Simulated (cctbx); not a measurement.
# Interatomic vectors of SrMn3Ru4O12

Space group Im-3 (no. 204), a = 7.2770 Å, b = 7.2770 Å, c = 7.2770 Å, α = 90.00°, β = 90.00°, γ = 90.00°, content Ru8 Sr2 Mn6 O24.

Simulated single-crystal data (cctbx): Cu Kα, λ = 1.54184 Å, to d = 0.83 Å, 80 % of the full sphere, strongest reflection 70000 counts, noise from counting, a 3 % proportional error and a noise floor of 8 counts (s.d.); no absorption.

Patterson synthesis from sharpened amplitudes, origin scaled to 1000:

```text
Patterson group I m -3
      u       v       w   height  length (A)
  0.000   0.000   0.000   1000.0     0.00
  0.000   0.000   0.500    937.2     3.64
  0.250   0.250   0.250    686.0     3.15
  0.099   0.096   0.401     71.1     3.09
  0.097   0.097   0.097     68.6     1.22
  0.000   0.304   0.192     63.2     2.62
  0.063   0.250   0.444     42.8     3.74
  0.000   0.198   0.306     42.0     2.65
  0.055   0.062   0.251     41.3     1.92
  0.000   0.302   0.305     39.8     3.13
  0.000   0.198   0.195     39.5     2.02
  0.119   0.120   0.250     38.3     2.20
  0.118   0.250   0.382     36.2     3.43
  0.000   0.000   0.333     33.7     2.42
```

Q: Assign the vectors.

A peak at u stands for all pairs with xi − xj = u, with weight Σ ZiZj against Σ Z² = 23662 at the origin. Peak heights follow these weights only roughly, since form factors, motion and series ripples differ, all vectors within 0.55 Å of a peak are counted as merged into it though the farther ones add only part of their weight, and F(000) is left out, which lowers the whole map:

| u | v | w | shortest length (Å) | height | 1000 ΣZiZj/ΣZ² | pairs in the cell |
| --- | --- | --- | --- | --- | --- | --- |
| 0.000 | 0.000 | 0.500 | 3.64 | 937 | 921 | 8 × Ru–Ru, 4 × Sr–Mn, 4 × Mn–Mn |
| 0.250 | 0.250 | 0.250 | 3.15 | 686 | 841 | 12 × Ru–Mn, 4 × Ru–Sr |
| 0.099 | 0.096 | 0.401 | 3.09 | 71 | 0 | none within 0.55 Å |
| 0.097 | 0.097 | 0.097 | 1.22 | 69 | 0 | none within 0.55 Å |
| 0.000 | 0.304 | 0.192 | 2.62 | 63 | 73 | 4 × Sr–O, 8 × O–O |

The table stops at ten peaks or at a height of 45, below which ripples compete. In the model behind the data Ru, the heaviest element, has 1 independent site: (1/4, 1/4, 3/4), up to an allowed shift of origin; the Ru–Ru vectors are differences of these positions and their symmetry mates. Elements of similar Z can't be told apart from the map alone. The whole model:

```
atom  mult.    x       y       z  Ueq (Å²)
 Ru1      8  1/4     1/4     3/4    0.0093
 Sr1      2    0       0       0    0.0099
 Mn1      6    0     1/2       0    0.0121
  O1     24  1/2  0.8061  0.3269    0.0190
```

This is a model crystal, built by substitution and not relaxed, with assumed displacement parameters.

[Logs are printed without paths, hosts, clocks, repeated set-up lines and the standing remarks that a program may print on its own settings, such as how far it seeks lower states.]
